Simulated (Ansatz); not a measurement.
# What Tl2S (model cell, started as cuprite) distorts into

Which phase does Tl2S (model cell, started as cuprite) fall into along its unstable mode, and how much energy does it gain?

Main program and level: Ansatz 0.2.0; DFT PBEsol, scalar-relativistic, plane waves, PAW.

Most raw output is cut from this account.

The structure was built from a prototype and need not be the compound's stable phase.

## Step 1: Set-up

Symmetry: Pn-3m, No. 224, cubic system. Conventional cell: a = 6.637 Å, b = 6.637 Å, c = 6.637 Å, α = 90.00°, β = 90.00°, γ = 90.00°. Nearest to S lie 4 Tl at 2.87 Å. Tl has 2 S at 2.87 Å nearest. Farther neighbours and most contacts between anions are not listed.

## Step 2: Response at finite wavevector

The cell comes from relaxations at this level that are not shown. Stability and thermal properties need the whole zone. Linear response on a 2×2×2 q mesh gives force constants as far as a supercell of that size would.

Input file input.yaml:

```yaml
crystal:
  lattice:
    - [6.6368285313, 0.0, 0.0]
    - [0.0, 6.6368285313, 0.0]
    - [0.0, 0.0, 6.6368285313]
  atoms:
    - { symbol: S, position: [0.0, 0.0, 0.0] }
    - { symbol: S, position: [0.5, 0.5, 0.5] }
    - { symbol: Tl, position: [0.25, 0.25, 0.25] }
    - { symbol: Tl, position: [0.75, 0.75, 0.25] }
    - { symbol: Tl, position: [0.75, 0.25, 0.75] }
    - { symbol: Tl, position: [0.25, 0.75, 0.75] }
kpoints:
  mp_grid: { grid: [6, 6, 6] }
hamiltonian:
  xc: pbesol
scf:
  occupations: { method: methfessel_paxton, width: 0.2 }
output:
  eigenvalues: true
phonons:
  method: dfpt
  qmesh: [2, 2, 2]
  temperatures: { t_max: 1000, t_step: 50 }
  qpath:
    path:
      - [[0.0, 0.0, 0.0], [0.0, 0.5, 0.0], [0.5, 0.5, 0.0], [0.0, 0.0, 0.0], [0.5, 0.5, 0.5], [0.0, 0.5, 0.0]]
      - [[0.5, 0.5, 0.5], [0.5, 0.5, 0.0]]
    npoints: 10
```

Command:

```sh
$ ansatz run input.yaml --threads 8 --pin off --max-ram 14336MiB --backend cpu --events-out ev --progress --plain --runs-dir out
```

The job ended after 4.4 min (8 threads of Arm Neoverse N1, shared host; peak memory 3.3 GiB; 34 min of CPU time).

This step gave:

- volume per atom: 48.72 Å³
- gap on the k-mesh: 0 eV
- sum-rule residual before enforcement: 2.31e-5 eV/Å²
- lowest frequency on the path: -147.2 cm⁻¹
- point group: m-3m
- highest frequency on the path or at a solved wavevector: 134.1 cm⁻¹
- highest optical mode at the zone centre (no LO-TO term): 82.66 cm⁻¹
- lowest optical zone-centre mode: -147.2 cm⁻¹
- lowest mode on the q mesh (acoustic modes at Γ apart): -147.2 cm⁻¹

Frequencies (cm⁻¹) solved at each irreducible wavevector; negative means imaginary. Frequencies by wavevector, by row:

```
q in reciprocal lattice units  star  mode 1  mode 2  mode 3  mode 4  mode 16  mode 17  mode 18
                        0 0 0     1  -147.2  -147.2  -147.2   -44.4     82.3     82.3     82.7
                     0 0 -0.5     3   -75.3   -75.3   -43.5   -43.5     97.2      127      127
                  0 -0.5 -0.5     3   -86.4   -86.4   -42.4   -42.4     76.3    133.1    133.1
               -0.5 -0.5 -0.5     1  -129.5  -129.5  -129.5   -40.9    117.2    117.2    117.2
```

Interpolated from a 2×2×2 q mesh. The phonon branches at the labelled points (cm⁻¹):

```
    point  branch 1  branch 2  branch 3  branch 4  branch 15  branch 16  branch 17  branch 18
        Γ      -147      -147      -147       -44         82         82         82         83
  halfway      -118      -118      -100       -44         69        108        108        109
        X       -75       -75       -44       -44         97         97        127        127
  halfway       -77       -77       -48       -48         86         86        131        131
        M       -86       -86       -42       -42         76         76        133        133
  halfway      -104       -99       -68       -44         67        100        118        127
        Γ      -147      -147      -147       -44         82         82         82         83
  halfway      -102      -102       -55       -42         74         99        126        126
        R      -130      -130      -130       -41         88        117        117        117
  halfway      -100       -94       -77       -40         74        110        126        130
        X       -75       -75       -44       -44         97         97        127        127
jump to R      -130      -130      -130       -41         88        117        117        117
  halfway      -111      -111      -101       -40         80        111        126        126
        M       -86       -86       -42       -42         76         76        133        133
```

Symmetry leaves 4 wavevectors to solve. The lowest mode among them, the acoustic zeros apart, lies at Γ and is imaginary, 147.2i cm⁻¹, so the energy falls along it.

## Step 3: The mode frozen in, largest atomic shift 0 Å

The mode followed lies at Γ with frequency 147.2i cm⁻¹ and is 3-fold degenerate, the softest among the wavevectors solved. At small amplitude the distorted cell has space group no. 102 by a symmetry search on the positions. The undistorted cell that holds it gives the zero of energy on the same k mesh.

input.yaml, the sections that differ from step 2:

```yaml
output:
  forces: true
  stress: true
  eigenvalues: true
# crystal, kpoints, hamiltonian, scf: as in step 2
# phonons: removed
```

Wall time 3 s (8 threads); peak memory 0.93 GiB; 21 s of CPU time.

This step gave:

- pressure: -0.004849 GPa
- energy from the undistorted cell: 0 meV/atom

The run ends at a pressure of 0.00 GPa.

## Step 4: The mode frozen in, largest atomic shift 0.6 Å

The atoms are moved along the unstable eigenvector, the largest shift by 0.6 Å, with the cell fixed.

input.yaml, the sections that differ from step 3:

```yaml
crystal:
  lattice:
    - [6.6368285313, 0.0, 0.0]
    - [0.0, 6.6368285313, 0.0]
    - [0.0, 0.0, 6.6368285313]
  atoms:
    - { symbol: S, position: [-0.0904046258, 0.0, 0.0] }
    - { symbol: S, position: [0.4095953742, 0.5, 0.5] }
    - { symbol: Tl, position: [0.2570906456, 0.2496495424, 0.2496495424] }
    - { symbol: Tl, position: [0.7570906456, 0.7496495424, 0.2503504576] }
    - { symbol: Tl, position: [0.7570906456, 0.2503504576, 0.7496495424] }
    - { symbol: Tl, position: [0.2570906456, 0.7503504576, 0.7503504576] }
# kpoints, hamiltonian, scf, output: as in step 3
```

It took 7.4 s on 8 threads; peak memory 0.92 GiB; 55 s of CPU time.

Numbers from this step:

- pressure: 0.9042 GPa
- gap on the k-mesh: 0.2702 eV
- energy from the undistorted cell: -38.81 meV/atom

The energy, extrapolated to zero smearing, is -38.81 meV/atom against the undistorted cell.

The run ends at a pressure of 0.90 GPa, with forces up to 0.58 eV/Å.

## Step 5: Energy along the mode, all amplitudes (two of the runs are shown above)

An imaginary frequency means negative curvature, so the energy should fall and then rise again as anharmonic terms take over.

This step gave:

```yaml
depth_at_the_lowest_point_sampled: 38.81 meV/atom
largest_atomic_shift_at_that_point: 0.6 Å
```

Energy from the parent against largest atomic shift:

```
largest atomic shift (Å)  energy from the parent (meV/atom)
                   0.000                                  0
                   0.040                             -0.754
                   0.080                              -2.79
                   0.140                              -7.34
                   0.220                              -14.9
                   0.320                              -24.8
                   0.450                              -35.0
                   0.600                              -38.8
```

Displacement at unit largest shift by atom:

```
atom  x (Å)  y (Å)  z (Å)  size
  S1  -1.00   0.00   0.00  1.00
  S2  -1.00   0.00   0.00  1.00
 Tl3   0.08   0.00   0.00  0.08
 Tl4   0.08   0.00   0.00  0.08
 Tl5   0.08   0.00   0.00  0.08
 Tl6   0.08   0.00   0.00  0.08
```

The lowest of the steps tried is the last one, at 0.6 Å, 38.8 meV/atom below the parent; the bottom of the well need not coincide with a step.

## Step 6: Relaxing from the distorted cell

Starting from the lowest point found, all atoms and the cell are let go, so that strain and other modes of the same symmetry can join in.

Edit input.yaml of step 4 so:

```diff
@@ -22 +22,6 @@
   eigenvalues: true
+relax:
+  adjacent_minimum: "off"
+  f_tol: 0.002
+  max_steps: 120
+  cell: { stress_tol: 0.03 }
```

The job ended after 2 min (8 threads; peak memory 1 GiB).

The steps of the relaxation:

```
step  energy less that of the first step (eV)  largest force component (eV/Å)  pressure (GPa)  volume (Å³)
   1                                   0.0000                          0.4066            0.90       292.34
   2                                  -0.3660                          0.2314           -0.40       292.10
   3                                  -0.6797                          0.1435           -1.45       283.49
   4                                  -0.9812                          0.0599           -1.95       262.18
   5                                  -1.1534                          0.4606           -0.94       230.28
   6                                  -1.3942                          0.1461           -0.07       217.62
   7                                  -1.4968                          0.0646            0.61       208.16
   8                                  -1.5639                          0.1851            0.10       210.78
   9                                  -1.6087                          0.0417           -0.36       215.99
  10                                  -1.6175                          0.0265            0.30       210.36
  11                                  -1.6192                          0.0322           -0.09       214.23
  12                                  -1.6210                          0.0040            0.00       213.17
  13                                  -1.6210                          0.0002            0.00       213.22
 14*                                  -1.6176                          0.0001           -0.02       213.22
```

Relaxation steps marked * repeat the geometry before them on a plane-wave basis chosen anew for their cell, so energy and pressure can jump there.

The run keeps the 8 symmetry operations that it works with, so distortions that break them were not tested.

```
     cell as run  before  after   change
           a (Å)   6.637  4.958  -25.3 %
           b (Å)   6.637  6.558   -1.2 %
           c (Å)   6.637  6.558   -1.2 %
volume (Å³/atom)   48.72  35.54  -27.1 %
```

The atoms that moved most (Å, as changes of fractional coordinates times the final cell):

```
atom      dx      dy      dz  length
 Tl6   0.252   0.410   0.410   0.632
 Tl4   0.252  -0.410   0.410   0.632
 Tl5   0.252   0.410  -0.410   0.632
 Tl3   0.252  -0.410  -0.410   0.632
  S1  -0.504   0.000   0.000   0.504
  S2  -0.504   0.000   0.000   0.504
```

The relaxed structure:

```xyz
6
Lattice="4.9580 0.0000 0.0000 0.0000 6.5578 0.0000 0.0000 0.0000 6.5578" Properties=species:S:1:pos:R:3 pbc="T T T"
S    -0.9523    0.0000    0.0000
S     1.5267    3.2789    3.2789
Tl    1.5267    1.2272    1.2272
Tl    4.0057    4.5061    2.0517
Tl    4.0057    2.0517    4.5061
Tl    1.5267    5.3306    5.3306
```

This step gave:

```yaml
pressure: -0.01633 GPa
volume_per_atom: 35.54 Å³
gap_on_the_k_mesh: 0 eV
```

The distorted start has space group P4_2nm; the relaxation ends in P4_2/mnm.

## Step 7: The new phase in its own primitive cell

The relaxed structure is symmetrised, reduced to its primitive cell and relaxed tightly, as its phonons need.

Input file input.yaml:

```yaml
crystal:
  lattice:
    - [6.5578071904, 0.0, 0.0]
    - [0.0, 6.5578071904, 0.0]
    - [0.0, 0.0, 4.9579622144]
  atoms:
    - { symbol: S, position: [0.0, 0.0, 0.5] }
    - { symbol: S, position: [0.5, 0.5, 0.0] }
    - { symbol: Tl, position: [0.1871304537, 0.1871304537, 0.0] }
    - { symbol: Tl, position: [0.6871304537, 0.3128695463, 0.5] }
    - { symbol: Tl, position: [0.3128695463, 0.6871304537, 0.5] }
    - { symbol: Tl, position: [0.8128695463, 0.8128695463, 0.0] }
kpoints:
  mp_grid: { grid: [6, 6, 8] }
hamiltonian:
  xc: pbesol
scf:
  occupations: { method: methfessel_paxton, width: 0.2 }
output:
  forces: true
  stress: true
  eigenvalues: true
relax:
  adjacent_minimum: "off"
  f_tol: 0.001
  max_steps: 60
  cell: { stress_tol: 0.01 }
```

Wall time 35 s (8 threads); peak memory 0.95 GiB.

Step by step:

```
step  energy less that of the first step (eV)  largest force component (eV/Å)  pressure (GPa)  volume (Å³)
   1                                   0.0000                          0.0041           -0.01       213.22
   2                                   0.0000                          0.0013            0.00       213.16
   3                                  -0.0001                          0.0018            0.00       213.09
   4                                  -0.0001                          0.0016           -0.01       213.19
   5                                  -0.0001                          0.0021           -0.01       213.15
   6                                  -0.0002                          0.0008            0.00       212.87
  7*                                  -0.0002                          0.0008           -0.01       212.87
```

Relaxation steps marked * repeat the geometry before them on a plane-wave basis chosen anew for their cell, so energy and pressure can jump there.

Forces are held to the 16 operations that the run works with; a distortion that breaks them can't arise in this run.

```
conventional cell, symmetrised  before  after  change
                         a (Å)   6.558  6.529  -0.4 %
                         b (Å)   6.558  6.529  -0.4 %
                         c (Å)   4.958  4.994  +0.7 %
              volume (Å³/atom)   35.54  35.48  -0.2 %
```

Numbers from this step:

```
pressure        : -0.005054 GPa
volume per atom : 35.48 Å³
```

The largest force component left is 0.80 meV/Å and the pressure is -0.005 GPa, within the tolerances set. The cell now holds 35.48 Å³/atom.

## Step 8: Modes of the new phase, k-mesh 6×6×8

A relaxed structure may still be a saddle point, so its zone-centre modes are computed. No field response is asked, since the mesh shows no gap.

Input file input.yaml:

```yaml
crystal:
  lattice:
    - [6.5286845945, 0.0, 0.0]
    - [0.0, 6.5286845945, 0.0]
    - [0.0, 0.0, 4.9940893418]
  atoms:
    - { symbol: S, position: [0.0, 0.0, 0.5] }
    - { symbol: S, position: [0.5, 0.5, 0.0] }
    - { symbol: Tl, position: [0.18657671, 0.18657671, 0.0] }
    - { symbol: Tl, position: [0.68657671, 0.31342329, 0.5] }
    - { symbol: Tl, position: [0.31342329, 0.68657671, 0.5] }
    - { symbol: Tl, position: [0.81342329, 0.81342329, 0.0] }
kpoints:
  mp_grid: { grid: [6, 6, 8] }
hamiltonian:
  xc: pbesol
scf:
  occupations: { method: methfessel_paxton, width: 0.2 }
output:
  eigenvalues: true
phonons:
  method: dfpt
```

Wall time 99 s (8 threads); peak memory 2.8 GiB; 13 min of CPU time.

This step gave:

```
sum-rule residual before enforcement                    : 5.27e-5 eV/Å²
point group                                             : 4/mmm
highest optical mode at the zone centre (no LO-TO term) : 162.8 cm⁻¹
lowest optical zone-centre mode                         : -111.6 cm⁻¹
```

Patterns of degenerate modes are one choice out of their space. Modes at Γ, with each element's share of the kinetic energy (negative means imaginary):

```
mode  frequency (cm⁻¹)  symmetry  S %  Tl %
   1            -111.6       B1u   90    10
   2             -65.7        Eu   38    62
   3             -65.7        Eu   38    62
   4             -40.1       A2g    0   100
   5             -36.4       B1g    0   100
   6               0.0  acoustic    7    93
   7               0.0  acoustic    7    93
   8               0.0  acoustic    7    93
   9              45.8        Eg    0   100
  10              45.8        Eg    0   100
  11              65.6       A1g    0   100
  12              69.2       B1u   10    90
  13              84.1       B2g    0   100
  14              91.7        Eu   57    43
  15              91.7        Eu   57    43
  16             132.5        Eu   98     2
  17             132.5        Eu   98     2
  18             162.8       A2u   93     7
```

Displacements in mode 1 (-111.6 cm⁻¹), the largest set to 1:
```
S1   0.00  0.00  1.00
S2   0.00  0.00 -1.00
Tl3  0.00  0.00  0.10
Tl4  0.00  0.00 -0.10
Tl5  0.00  0.00 -0.10
Tl6  0.00  0.00  0.10
```

Displacements in mode 15 (91.7 cm⁻¹), the largest set to 1:
```
S1   1.00  0.52  0.00
S2   0.86  0.03  0.00
Tl3 -0.14 -0.24  0.00
Tl4 -0.01  0.20  0.00
Tl5 -0.01  0.20  0.00
Tl6 -0.14 -0.24  0.00
```

Before it was imposed, the acoustic sum rule was missed by 5.3e-5 eV/Å². Small misses are needed for a sound result but don't prove that mesh and cutoff are converged. The lowest optical mode is imaginary, 111.6i cm⁻¹, so the energy falls along it.

## Step 9: Summary of results

```json
{
 "unstable mode of the parent": "q = (0, 0, 0), 147i cm⁻¹",
 "depth at the lowest point sampled": "38.8 meV/atom",
 "largest atomic shift at that point": "0.6 Å",
 "space group reached (within 0.01 Å)": "P4_2/mnm",
 "energy gained over the parent (first relaxation, on the mesh of the frozen mode)": "307 meV/atom",
 "volume per atom, phase reached": "35.5 Å³",
 "lowest optical zone-centre mode, phase reached": "-112 cm⁻¹",
 "highest optical mode at the zone centre (no LO-TO term), phase reached": "163 cm⁻¹"
}
```

In words: Along this mode the structure falls into P4_2/mnm, 307 meV/atom below the parent. At the parent's cell the well is 38.81 meV/atom deep on the steps tried, with its lowest point at a shift of 0.6 Å. That is the last step tried, so the steps alone don't bracket the bottom of the well. Relaxing atoms and cell changes the gain by +268.54 meV/atom against the lowest step (energies at zero smearing). Most of the total comes from this relaxation. The new phase still has an imaginary mode at the zone centre of its cell, so it is a saddle point on the way to a lower structure. Of the 5 patterns followed to their end from this parent, this one ends 211 meV/atom above the lowest, P4/nmm. Each path keeps the symmetry of its pattern, so a lower phase may lie along a pattern not tried. With no gap, or one that is small against the smearing, the frequencies hang on the k mesh and the smearing, most of all near Kohn anomalies. Spin-orbit coupling is left out, which can matter for the heavy elements here. The starting cell was built on a prototype and not taken from a measurement, so the phase need not exist.

[Logs are printed without paths, hosts, clocks, repeated set-up lines and the standing remarks that a program may print on its own settings, such as how far it seeks lower states.]

[Hosts, paths, dates, database ids (printed as entryN), source tags and the programs' standing remarks are cut or masked in the printed files.]
